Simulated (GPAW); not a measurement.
# ZnCu: optical spectrum from first principles, part 2 of 2

Aim: the dielectric function of ZnCu, and the optical constants that follow from it.

GPAW 26.7.0; DFT, PBE, plane-wave PAW (GPAW data sets), scalar-relativistic, RPA, optical limit.

So far. Step 2 (Ground state): There are states at the Fermi level within the smearing, so the occupations stay smeared and the carriers get a Drude term.

## Step 4: Dielectric function, RPA

Local fields let the induced charge screen the field inside the cell, which as a rule lowers ε, most along directions where the density is uneven.

This step: DFT, PBE, plane-wave PAW (GPAW data sets), scalar-relativistic, RPA, optical limit (GPAW 26.7.0).

Input file df.py:

```python
from gpaw.response.df import DielectricFunction

df = DielectricFunction('full.gpw', frequencies={'type': 'nonlinear', 'domega0': 0.03, 'omega2': 8},
                        ecut=50,
                        eta=0.15,
                        nbands=27,
                        rate=0.05,
                        txt='df.txt')
for direction in ['x']:
    df.get_dielectric_function(xc='RPA', direction=direction, filename=f'df_{direction}.csv')
```

The run is started by

```console
$ OMP_NUM_THREADS=1 python df.py
```

Numbers of over 12 decimals in the logs are rounded to 6 here.

Output:

```text
Using integrator: PointIntegrator
NonLinearFrequencyDescriptor(from 0.000 to 49.084 eV, 463 points)
Nonperiodic BCs:  [False False False]
Using integrator: PointIntegrator
NonLinearFrequencyDescriptor(from 0.000 to 49.084 eV, 463 points)
Nonperiodic BCs:  [False False False]
Using integrator: PointIntegrator

Calculating chi0 body with:
    Ground state adapter containing:
    Number of spins: 1
    Number of kpoints: 3375
    Number of irreducible kpoints: 120
    Number of completely occupied states: 10
    Number of partially occupied states: 12

    Linear response parametrization:
    q_c: [0.0, 0.0, 0.0]
    Number of frequency points: 463
    Planewave cutoff: 50.0
    Number of bands: 27
    Number of planewaves: 19
    Broadening (eta): 0.15

Integrating chi0 body.

Symmetries of q_c:
    Direct symmetries (Uq -> q): 48
    Indirect symmetries (TUq -> q): 0
In total 48 allowed symmetries.

120 groups of equivalent kpoints. 96.444444% reduction.

Integral kind: spectral function

Calculating chi0 optical extensions with:
    Ground state adapter containing:
    Number of spins: 1
    Number of kpoints: 3375
    Number of irreducible kpoints: 120
    Number of completely occupied states: 10
    Number of partially occupied states: 12

    Linear response parametrization:
    Number of frequency points: 463
    Planewave cutoff: 50.0
    Number of bands: 27
    Number of planewaves: 19
    Broadening (eta): 0.15
Integrating chi0 head and wings.

Symmetries of q_c:
    Direct symmetries (Uq -> q): 48
    Indirect symmetries (TUq -> q): 0
In total 48 allowed symmetries.

120 groups of equivalent kpoints. 96.444444% reduction.

Integral kind: spectral function wings

Calculating drude chi0 with:
    Number of frequency points:463
    Plasma frequency decay rate: 0.05 eV

    Ground state adapter containing:
    Number of spins: 1
    Number of kpoints: 3375
    Number of irreducible kpoints: 120
    Number of completely occupied states: 10
    Number of partially occupied states: 12

Symmetries of q_c:
    Direct symmetries (Uq -> q): 48
    Indirect symmetries (TUq -> q): 0
In total 48 allowed symmetries.

120 groups of equivalent kpoints. 96.444444% reduction.

Integral kind: intraband
Plasma frequency:
[[10.37-0.j  0.  +0.j  0.  +0.j]
 [ 0.  -0.j 10.37-0.j  0.  +0.j]
 [ 0.  +0.j  0.  +0.j 10.37-0.j]]
```

The job ended after 6.8 s (1 thread of Arm Neoverse V2, shared host; peak memory 0.25 GiB).

Some rows of df_x.csv (energy; Re and Im without local fields; Re and Im with them):

```text
0.000000, 43032.194521, -0.000000, 43032.168288, -0.000000
0.460735, -481.698659, 107.512072, -481.726051, 107.510823
0.943989, -111.914193, 12.939141, -111.943428, 12.934846
1.451455, -42.288158, 3.865308, -42.327534, 3.860637
1.984998, -16.651463, 2.417399, -16.719081, 2.401162
2.546682, -4.353988, 7.334653, -4.428525, 7.210079
3.138794, -5.054417, 12.945346, -4.878434, 12.766708
3.763875, -7.119955, 9.660023, -7.019269, 9.714027
4.424758, -5.066231, 5.203666, -5.028787, 5.187456
5.124608, -4.437929, 4.602981, -4.415319, 4.701214
5.866977, -3.134874, 3.567980, -3.124793, 3.609886
6.655862, -2.343203, 3.841724, -2.309484, 3.903690
7.495775, -2.151128, 2.624057, -2.168011, 2.658405
8.391833, -1.519021, 2.238479, -1.541038, 2.263457
9.349861, -1.319961, 1.619789, -1.336972, 1.652168
10.376517, -1.009234, 1.462479, -1.033234, 1.466619
11.479449, -0.643436, 1.042829, -0.677035, 1.051673
12.667487, -0.439873, 0.876263, -0.462133, 0.862774
13.950874, -0.197052, 0.786029, -0.220473, 0.771324
```

Sum at mesh points, not converged in k. Im ε, E ∥ x against photon energy; read off at these points:

photon energy (eV), Im ε, E ∥ x and a bar:
```
     0.50         85 ##############################
     1.00         11 ####
     1.50          4 #
     2.00          2 #
     2.50          7 ##
     3.00         13 ####
     3.43         14 #####
     3.50         13 ####
     4.00          8 ##
     4.50          5 ##
     5.00          5 ##
     5.50          4 #
     6.00          3 #
     6.50          4 #
     7.00          3 #
     7.50          3 #
     8.00          2 
     8.50          2 #
     9.00          2 
     9.50          2 
    10.00          1 
    10.50          1 
    11.00          1 
    11.50          1 
    12.00          1 
    12.50          1 
    13.00          1 
    13.50          1
```

Values under 1 per cm are given as 1; sum at mesh points, not converged in k. The absorption coefficient, E ∥ x by photon energy:

photon energy (eV), log10 absorption coefficient, E ∥ x (1/cm) and a bar from the least value:
```
    0.492        6.0 ####################
    1.010        6.0 ###################
    1.486        6.0 ################
    1.985        5.9 ##########
    2.508        5.8 
    3.018        5.9 #############
    3.510        6.1 #########################
    3.980        6.1 ############################
    4.516        6.0 ######################
    4.981        6.1 ##########################
    5.515        6.1 ##########################
    6.021        6.1 #########################
    6.494        6.1 ########################
    6.985        6.1 ##############################
    7.496        6.1 ############################
    8.026        6.1 ##########################
    8.516        6.1 ############################
    9.023        6.1 #############################
    9.483        6.1 ############################
   10.026        6.1 #########################
   10.519        6.1 ###########################
   11.029        6.1 #########################
   11.479        6.1 ########################
   12.023        6.1 #########################
   12.504        6.0 ######################
   13.000        6.0 ###################
   13.512        6.0 #####################
```

Sum at mesh points, not converged in k. The Im ε, E ∥ x by photon energy; read off at these points:

| photon energy (eV) | without local fields | with local fields |
| --- | --- | --- |
| 0.50 | 84.8 | 84.8 |
| 1.00 | 10.9 | 10.9 |
| 1.50 | 3.57 | 3.56 |
| 2.00 | 2.44 | 2.42 |
| 2.50 | 6.78 | 6.66 |
| 3.00 | 13.5 | 13.2 |
| 3.43 | 13.6 | 13.6 |
| 3.50 | 12.6 | 12.7 |
| 4.00 | 7.61 | 7.67 |
| 4.50 | 5.42 | 5.40 |
| 5.00 | 4.97 | 5.09 |
| 5.50 | 4.18 | 4.23 |
| 6.00 | 3.30 | 3.33 |
| 6.50 | 3.58 | 3.62 |
| 7.00 | 3.14 | 3.22 |
| 7.50 | 2.62 | 2.66 |
| 8.00 | 2.16 | 2.19 |
| 8.50 | 2.25 | 2.28 |
| 9.00 | 1.75 | 1.76 |
| 9.50 | 1.58 | 1.61 |
| 10.00 | 1.43 | 1.44 |
| 10.50 | 1.37 | 1.37 |
| 11.00 | 1.21 | 1.21 |
| 11.50 | 1.05 | 1.05 |
| 12.00 | 1.08 | 1.08 |
| 12.50 | 0.923 | 0.912 |
| 13.00 | 0.824 | 0.814 |
| 13.50 | 0.876 | 0.872 |

Sum at mesh points, not converged in k. Loss function −Im 1/ε at q → 0, E ∥ x against energy loss; read off at these points:

energy loss (eV), loss function −Im 1/ε at q → 0, E ∥ x and a bar:
```
      0.5       0.00 
      1.0       0.00 
      1.5       0.00 
      2.0       0.01 
      2.5       0.10 ###
      3.0       0.07 ##
      3.5       0.06 ##
      4.0       0.06 ##
      4.5       0.11 ###
      5.0       0.11 ###
      5.5       0.13 ####
      6.0       0.17 #####
      6.5       0.21 ######
      7.0       0.18 #####
      7.5       0.23 ######
      8.0       0.29 ########
      8.5       0.30 ########
      9.0       0.31 #########
      9.5       0.38 ##########
     10.0       0.48 #############
     10.5       0.47 #############
     11.0       0.57 ################
     11.5       0.68 ###################
     12.0       0.71 ###################
     12.5       0.85 ########################
     13.0       1.09 ##############################
     13.5       1.04 #############################
```

Sum at mesh points, not converged in k. Table of reflectivity at normal incidence, E ∥ x by photon energy; read off at these points:

| photon energy (eV) | reflectivity at normal incidence, E ∥ x (%) |
| --- | --- |
| 0.500 | 98.0 |
| 0.750 | 98.0 |
| 1.000 | 97.8 |
| 1.250 | 97.6 |
| 1.500 | 97.2 |
| 1.750 | 96.2 |
| 2.000 | 93.3 |
| 2.250 | 79.4 |
| 2.500 | 55.2 |
| 2.750 | 44.2 |
| 3.000 | 51.2 |
| 3.250 | 53.8 |
| 3.500 | 60.8 |
| 3.750 | 61.0 |
| 4.000 | 65.5 |
| 4.250 | 63.7 |
| 4.500 | 56.8 |
| 4.750 | 55.4 |
| 5.000 | 57.6 |
| 5.250 | 57.4 |
| 5.500 | 54.4 |
| 5.750 | 53.3 |
| 6.000 | 51.9 |
| 6.250 | 47.1 |
| 6.500 | 42.5 |
| 6.750 | 47.1 |
| 7.000 | 50.4 |
| 7.097 | 51.4 |
| 7.250 | 50.3 |
| 7.500 | 47.3 |
| 7.750 | 49.1 |
| 8.000 | 43.9 |
| 8.250 | 42.1 |
| 8.500 | 41.9 |
| 8.750 | 45.2 |
| 8.895 | 46.5 |
| 9.000 | 46.2 |
| 9.250 | 43.2 |
| 9.500 | 42.4 |
| 9.750 | 41.4 |
| 10.000 | 37.8 |
| 10.250 | 37.0 |
| 10.500 | 39.2 |
| 10.750 | 38.4 |
| 11.000 | 36.7 |
| 11.250 | 37.0 |
| 11.500 | 35.1 |
| 11.750 | 32.2 |
| 12.000 | 33.2 |
| 12.250 | 34.4 |
| 12.500 | 32.1 |
| 12.750 | 31.6 |
| 13.000 | 27.1 |
| 13.250 | 24.6 |
| 13.500 | 25.8 |
| 13.750 | 26.2 |

At chosen wavelengths:

| wavelength (nm) | n | k | R (%) | 1/α |
| --- | --- | --- | --- | --- |
| 1064 | 0.42 | 8.424 | 97.7 | 10 nm |
| 800 | 0.27 | 5.994 | 97.1 | 11 nm |
| 532 | 0.82 | 2.802 | 70.6 | 15 nm |
| 450 | 1.78 | 2.228 | 43.9 | 16 nm |
| 365 | 2.16 | 3.130 | 56.3 | 9.3 nm |
| 308 | 1.21 | 3.035 | 65.7 | 8.1 nm |
| 193 | 0.99 | 1.736 | 43.2 | 8.8 nm |

In reflection the computed colour is yellow: x = 0.370, y = 0.378, luminous reflectivity 78 %.

## Step 5: Summary of results

In words: At this level (PBE, RPA) ZnCu is a metal. The mesh is too coarse to trust the carriers' weight, the reflectivity or the colour to better than tens of per cent. In reflection the computed colour is yellow: x = 0.370, y = 0.378, luminous reflectivity 78 %. The carriers' damping of 0.05 eV is typed, not computed; it shapes the response at the lowest energies. In this version of GPAW the matrix elements of the optical limit are incomplete, which can lower ε − 1 by up to a tenth where first-row anions or d states rule, and shift it by more in d metals. GPAW's carrier term has the form −ωp²/(ω + i·rate)², which damps like twice the rate and fails at low energy, so the curves leave the lowest energies out. The sum runs over mesh points 0.14 Å⁻¹ apart with no interpolation, so peaks are partly noise of the mesh, and the Drude plasma energy, a sum over the Fermi surface, isn't converged.

[Machine, clock and banner lines and Python warnings are left out of the logs.]

[Logs are printed without paths, hosts, clocks, repeated set-up lines and the standing remarks that a program may print on its own settings, such as how far it seeks lower states.]

[Hosts, paths, dates, database ids (printed as entryN), source tags and the programs' standing remarks are cut or masked in the printed files.]
